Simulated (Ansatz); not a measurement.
# What PtC (model cell, started as NiAs type) distorts into

Aim: this structure of PtC (model cell, started as NiAs type) is to be tested for unstable modes, and one is followed downhill.

Method: DFT PBEsol, scalar-relativistic, plane waves, PAW, in Ansatz 0.2.0.

This is a report of a sequence of runs, with most program output left out.

The structure was built from a prototype and need not be the compound's stable phase.

### 1. The structure

It takes space group P6_3/mmc (No. 194, hexagonal). Conventional cell: a = 3.115 Å, b = 3.115 Å, c = 5.187 Å, α = 90.00°, β = 90.00°, γ = 120.00°. Nearest to Pt lie 6 C at 2.22 Å. Nearest to C lie 6 Pt at 2.22 Å. Farther neighbours are not listed.

### 2. Response at finite wavevector

The cell comes from relaxations at this level that are not shown. Stability and thermal properties need the whole zone. Linear response on a 3×3×2 q mesh gives force constants as far as a supercell of that size would.

The input, input.yaml:

```yaml
crystal:
  lattice:
    - [3.1153338582, -3.085e-06, 0.0]
    - [-1.5576642574, 2.697959805, 0.0]
    - [0.0, 0.0, 5.186655658]
  atoms:
    - { symbol: Pt, position: [0.0, 0.0, 0.0] }
    - { symbol: Pt, position: [0.0, 0.0, 0.5] }
    - { symbol: C, position: [0.3333333333, 0.6666666667, 0.25] }
    - { symbol: C, position: [0.6666666667, 0.3333333333, 0.75] }
kpoints:
  mp_grid: { grid: [15, 15, 8] }
hamiltonian:
  xc: pbesol
scf:
  occupations: { method: methfessel_paxton, width: 0.15 }
output:
  eigenvalues: true
phonons:
  method: dfpt
  qmesh: [3, 3, 2]
  temperatures: { t_max: 1000, t_step: 50 }
  qpath:
    path:
      - [[0.0, 0.0, 0.0], [0.5, 0.0, 0.0], [0.33333333, 0.33333333, 0.0], [0.0, 0.0, 0.0], [0.0, 0.0, 0.5], [0.5, 0.0, 0.5], [0.33333333, 0.33333333, 0.5], [0.0, 0.0, 0.5]]
      - [[0.5, 0.0, 0.5], [0.5, 0.0, 0.0]]
      - [[0.33333333, 0.33333333, 0.5], [0.33333333, 0.33333333, 0.0]]
    npoints: 10
```

Command:

```console
$ ansatz run input.yaml --threads 4 --pin off --max-ram 7168MiB --backend cpu --events-out ev --progress --plain --runs-dir out
```

The job ended after 16 min (4 threads of Intel Xeon 6975P-C (Granite Rapids), shared host; peak memory 4.5 GiB).

Numbers from this step:

| Item | Value |
| --- | --- |
| volume per atom | 10.90 Å³ |
| gap on the k-mesh | 0 eV |
| sum-rule residual before enforcement | 6.57e-5 eV/Å² |
| lowest frequency on the path | -341.6 cm⁻¹ |
| point group | 6/mmm |
| highest frequency on the path or at a solved wavevector | 569 cm⁻¹ |
| highest optical mode at the zone centre (no LO-TO term) | 504.7 cm⁻¹ |
| lowest optical zone-centre mode | -341.6 cm⁻¹ |
| lowest mode on the q mesh (acoustic modes at Γ apart) | -341.6 cm⁻¹ |

Frequencies (cm⁻¹) solved at each irreducible wavevector; negative means imaginary. Frequencies by wavevector, by row:

| q in reciprocal lattice units | star | mode 1 | mode 2 | mode 3 | mode 4 | mode 10 | mode 11 | mode 12 |
| --- | --- | --- | --- | --- | --- | --- | --- | --- |
| 0 0 0 | 1 | -341.6 | -23.7 | -23.7 | 0 | 437.9 | 437.9 | 504.7 |
| 0 0 -0.5 | 1 | -31.6 | -31.6 | -31.6 | -31.6 | 419 | 419 | 419 |
| 0 0.3333 0 | 6 | -122.8 | 66.6 | 73 | 76.5 | 451.4 | 478.1 | 526.9 |
| 0 0.3333 -0.5 | 6 | 44.1 | 44.1 | 53.4 | 53.4 | 434.2 | 533.4 | 533.4 |
| 0.3333 0.3333 0 | 2 | -53.8 | -53.8 | 40.4 | 129.6 | 471.1 | 471.1 | 559.5 |
| 0.3333 0.3333 -0.5 | 2 | 108.8 | 108.8 | 111.1 | 111.1 | 477.2 | 544.9 | 544.9 |

Interpolated from a 3×3×2 q mesh. Phonon branches along the path, in cm⁻¹:

| point | branch 1 | branch 2 | branch 3 | branch 4 | branch 9 | branch 10 | branch 11 | branch 12 |
| --- | --- | --- | --- | --- | --- | --- | --- | --- |
| Γ | -342 | -24 | -24 | 0 | 388 | 438 | 438 | 505 |
| halfway | -144 | 63 | 64 | 66 | 370 | 456 | 458 | 492 |
| M | -231 | -39 | 76 | 85 | 429 | 435 | 486 | 569 |
| halfway | -137 | -33 | 66 | 98 | 412 | 418 | 489 | 564 |
| K | -54 | -54 | 40 | 130 | 396 | 471 | 471 | 560 |
| halfway | -82 | 67 | 78 | 78 | 377 | 447 | 460 | 512 |
| Γ | -342 | -24 | -24 | 0 | 388 | 438 | 438 | 505 |
| halfway | -286 | -32 | -32 | -15 | 398 | 429 | 434 | 434 |
| A | -32 | -32 | -32 | -32 | 419 | 419 | 419 | 419 |
| halfway | -56 | -56 | 22 | 22 | 428 | 428 | 511 | 511 |
| L | 63 | 63 | 111 | 111 | 441 | 441 | 546 | 546 |
| halfway | 81 | 81 | 113 | 113 | 461 | 461 | 545 | 545 |
| H | 109 | 109 | 111 | 111 | 477 | 477 | 545 | 545 |
| halfway | -57 | -57 | 77 | 77 | 438 | 438 | 522 | 522 |
| A | -32 | -32 | -32 | -32 | 419 | 419 | 419 | 419 |
| jump to L | 63 | 63 | 111 | 111 | 441 | 441 | 546 | 546 |
| halfway | -169 | 43 | 69 | 75 | 406 | 443 | 510 | 565 |
| M | -231 | -39 | 76 | 85 | 429 | 435 | 486 | 569 |
| jump to H | 109 | 109 | 111 | 111 | 477 | 477 | 545 | 545 |
| halfway | 43 | 51 | 51 | 122 | 458 | 475 | 475 | 567 |
| K | -54 | -54 | 40 | 130 | 396 | 471 | 471 | 560 |

Symmetry leaves 6 wavevectors to solve. The lowest mode among them, the acoustic zeros apart, lies at Γ and is imaginary, 341.6i cm⁻¹, so the energy falls along it.

### 3. The mode frozen in, largest atomic shift 0 Å

The mode followed lies at Γ with frequency 341.6i cm⁻¹, the softest among the wavevectors solved. At small amplitude the distorted cell has space group no. 186 by a symmetry search on the positions. The undistorted cell that holds it gives the zero of energy on the same k mesh.

input.yaml, the sections that differ from step 2:

```yaml
output:
  forces: true
  stress: true
  eigenvalues: true
# crystal, kpoints, hamiltonian, scf: as in step 2
# phonons: removed
```

It took 1.4 s on 4 threads; peak memory 0.46 GiB.

Numbers from this step:

```yaml
pressure: -1.52e-4 GPa
energy_from_the_undistorted_cell: 0 meV/atom
```

The run ends at a pressure of 0.00 GPa.

### 4. The mode frozen in, largest atomic shift 0.22 Å

The atoms are moved along the unstable eigenvector, the largest shift by 0.22 Å, with the cell fixed.

input.yaml, the sections that differ from step 3:

```yaml
crystal:
  lattice:
    - [3.1153338582, -3.085e-06, 0.0]
    - [-1.5576642574, 2.697959805, 0.0]
    - [0.0, 0.0, 5.186655658]
  atoms:
    - { symbol: Pt, position: [0.0, 0.0, 0.0026115165] }
    - { symbol: Pt, position: [0.0, 0.0, 0.5026115165] }
    - { symbol: C, position: [0.3333333333, 0.6666666667, 0.2075834575] }
    - { symbol: C, position: [0.6666666667, 0.3333333333, 0.7075834575] }
# kpoints, hamiltonian, scf, output: as in step 3
```

The job ended after 2.5 s (4 threads; peak memory 0.47 GiB; 7.3 s of CPU time).

This step gave:

| Property | Result |
| --- | --- |
| pressure | 5.642 GPa |
| energy from the undistorted cell | -37.51 meV/atom |

The energy, extrapolated to zero smearing, is -37.51 meV/atom against the undistorted cell.

The run ends at a pressure of 5.64 GPa, with forces up to 0.17 eV/Å.

### 5. Energy along the mode, all amplitudes (two of the runs are shown above)

An imaginary frequency means negative curvature, so the energy should fall and then rise again as anharmonic terms take over.

Numbers from this step:

| Quantity | Value |
| --- | --- |
| depth at the lowest point sampled | 37.51 meV/atom |
| largest atomic shift at that point | 0.22 Å |

Table of energy from the parent by largest atomic shift:

| largest atomic shift (Å) | energy from the parent (meV/atom) |
| --- | --- |
| 0.000 | 0 |
| 0.040 | -2.18 |
| 0.080 | -8.38 |
| 0.140 | -22.3 |
| 0.220 | -37.5 |
| 0.320 | -26.2 |
| 0.450 | 59.7 |

Displacement at unit largest shift by atom:

| atom | x (Å) | y (Å) | z (Å) | size |
| --- | --- | --- | --- | --- |
| Pt1 | 0.00 | 0.00 | 0.06 | 0.06 |
| Pt2 | 0.00 | 0.00 | 0.06 | 0.06 |
| C3 | 0.00 | 0.00 | -1.00 | 1.00 |
| C4 | 0.00 | 0.00 | -1.00 | 1.00 |

The lowest of the steps tried is at 0.22 Å, 37.5 meV/atom below the parent; the bottom of the well need not coincide with a step.

### 6. Relaxing from the distorted cell

Starting from the lowest point found, all atoms and the cell are let go, so that strain and other modes of the same symmetry can join in.

Edit input.yaml of step 4 so:

```diff
@@ -20 +20,6 @@
   eigenvalues: true
+relax:
+  adjacent_minimum: "off"
+  f_tol: 0.002
+  max_steps: 120
+  cell: { stress_tol: 0.03 }
```

Run time: 36 s. Hardware: 4 threads; peak memory 0.55 GiB; 1.8 min of CPU time.

The steps of the relaxation:

| step | energy less that of the first step (eV) | largest force component (eV/Å) | pressure (GPa) | volume (Å³) |
| --- | --- | --- | --- | --- |
| 1 | 0.0000 | 0.1728 | 5.64 | 43.59 |
| 2 | -0.0657 | 0.4828 | -1.89 | 44.54 |
| 3 | -0.0881 | 0.3557 | -1.08 | 44.59 |
| 4 | -0.1199 | 0.5439 | 4.88 | 44.99 |
| 5 | -0.1369 | 0.0677 | 0.98 | 45.08 |
| 6 | -0.1509 | 0.0260 | 0.80 | 45.17 |
| 7 | -0.1510 | 0.0022 | -0.21 | 45.34 |
| 8 | -0.1511 | 0.0022 | 0.01 | 45.29 |
| 9 | -0.1511 | 0.0004 | 0.00 | 45.30 |
| 10* | -0.1631 | 0.0004 | 0.35 | 45.30 |
| 11 | -0.1634 | 0.0031 | 0.01 | 45.38 |
| 12 | -0.1634 | 0.0002 | 0.00 | 45.39 |
| 13* | -0.1636 | 0.0002 | 0.00 | 45.39 |

Relaxation steps marked * repeat the geometry before them on a plane-wave basis chosen anew for their cell, so energy and pressure can jump there.

The run keeps the 12 symmetry operations that it works with, so distortions that break them were not tested.

| conventional cell, symmetrised | before | after | change |
| --- | --- | --- | --- |
| a (Å) | 3.115 | 3.023 | -3.0 % |
| b (Å) | 3.115 | 3.023 | -3.0 % |
| c (Å) | 5.187 | 5.736 | +10.6 % |
| volume (Å³/atom) | 10.90 | 11.35 | +4.1 % |

The atoms that moved most (Å, as changes of fractional coordinates times the final cell):

| atom | dx | dy | dz | length |
| --- | --- | --- | --- | --- |
| C4 | 0.000 | 0.000 | -0.063 | 0.063 |
| Pt1 | 0.000 | 0.000 | 0.063 | 0.063 |
| Pt2 | 0.000 | 0.000 | 0.063 | 0.063 |
| C3 | 0.000 | 0.000 | -0.063 | 0.063 |

This step gave:

```
pressure        : -0.003714 GPa
volume per atom : 11.35 Å³
```

The distorted start has space group P6_3mc; the relaxation ends in P6_3mc.

### 7. Modes of the new phase

A relaxed structure may still be a saddle point, so its zone-centre modes are computed. No field response is asked, since the mesh shows no gap.

input.yaml, the sections that differ from step 6:

```yaml
crystal:
  lattice:
    - [3.0228116227, -2.9934e-06, 0.0]
    - [-1.511403219, 2.6178331528, 0.0]
    - [0.0, 0.0, 5.7362507132]
  atoms:
    - { symbol: Pt, position: [0.0, 0.0, 0.013555981] }
    - { symbol: Pt, position: [0.0, 0.0, 0.513555981] }
    - { symbol: C, position: [0.3333333333, 0.6666666667, 0.196638993] }
    - { symbol: C, position: [0.6666666667, 0.3333333333, 0.696638993] }
output:
  eigenvalues: true
phonons:
  method: dfpt
# kpoints, hamiltonian, scf: as in step 6
# relax: removed
```

It took 59 s on 4 threads; peak memory 1.8 GiB.

Numbers from this step:

```
sum-rule residual before enforcement                    : 3.90e-5 eV/Å²
point group                                             : 6mm
highest optical mode at the zone centre (no LO-TO term) : 606.7 cm⁻¹
lowest optical zone-centre mode                         : -38.56 cm⁻¹
```

Patterns of degenerate modes are one choice out of their space. Modes at Γ, with each element's share of the kinetic energy (negative means imaginary):

| mode | frequency (cm⁻¹) | symmetry | Pt % | C % |
| --- | --- | --- | --- | --- |
| 1 | -38.6 | E2 | 94 | 6 |
| 2 | -38.6 | E2 | 94 | 6 |
| 3 | 0.0 | acoustic | 94 | 6 |
| 4 | 0.0 | acoustic | 94 | 6 |
| 5 | 0.0 | acoustic | 94 | 6 |
| 6 | 173.5 | B1 | 96 | 4 |
| 7 | 530.2 | E2 | 6 | 94 |
| 8 | 530.2 | E2 | 6 | 94 |
| 9 | 547.9 | A1 | 6 | 94 |
| 10 | 578.1 | E1 | 6 | 94 |
| 11 | 578.1 | E1 | 6 | 94 |
| 12 | 606.7 | B1 | 4 | 96 |

Displacements in mode 1 (-38.6 cm⁻¹), the largest set to 1:
```
Pt1 -0.12  0.95  0.00
Pt2  0.12 -0.95  0.00
C3  -0.13  1.00  0.00
C4   0.13 -1.00  0.00
```

Displacements in mode 12 (606.7 cm⁻¹), the largest set to 1:
```
Pt1  0.00  0.00 -0.05
Pt2  0.00  0.00  0.05
C3   0.00  0.00  1.00
C4   0.00  0.00 -1.00
```

Before it was imposed, the acoustic sum rule was missed by 3.9e-5 eV/Å². Small misses are needed for a sound result but don't prove that mesh and cutoff are converged. The lowest optical mode is imaginary, 38.6i cm⁻¹, so the energy falls along it.

### 8. Outcome

```json
{
  "unstable mode of the parent": "q = (0, 0, 0), 342i cm⁻¹",
  "depth at the lowest point sampled": "37.5 meV/atom",
  "largest atomic shift at that point": "0.22 Å",
  "space group reached (within 0.01 Å)": "P6_3mc",
  "energy gained over the parent (first relaxation, on the mesh of the frozen mode)": "78.6 meV/atom",
  "volume per atom, phase reached": "11.3 Å³",
  "lowest optical zone-centre mode, phase reached": "-38.6 cm⁻¹",
  "highest optical mode at the zone centre (no LO-TO term), phase reached": "607 cm⁻¹"
}
```

In words: Along this mode the structure falls into P6_3mc, 78.6 meV/atom below the parent. At the parent's cell the well is 37.51 meV/atom deep on the steps tried, with its lowest point at a shift of 0.22 Å. Relaxing atoms and cell changes the gain by +41.09 meV/atom against the lowest step (energies at zero smearing). The new phase still has an imaginary mode at the zone centre of its cell, so it is a saddle point on the way to a lower structure. Of the 2 patterns followed to their end from this parent, this one ends 3.86 meV/atom above the lowest, C2/m. Each path keeps the symmetry of its pattern, so a lower phase may lie along a pattern not tried. With no gap, or one that is small against the smearing, the frequencies hang on the k mesh and the smearing, most of all near Kohn anomalies. Spin-orbit coupling is left out, which can matter for the heavy elements here. The starting cell was built on a prototype and not taken from a measurement, so the phase need not exist.

[Logs are printed without paths, hosts, clocks, repeated set-up lines and the standing remarks that a program may print on its own settings, such as how far it seeks lower states.]

[Hosts, paths, dates, database ids (printed as entryN), source tags and the programs' standing remarks are cut or masked in the printed files.]
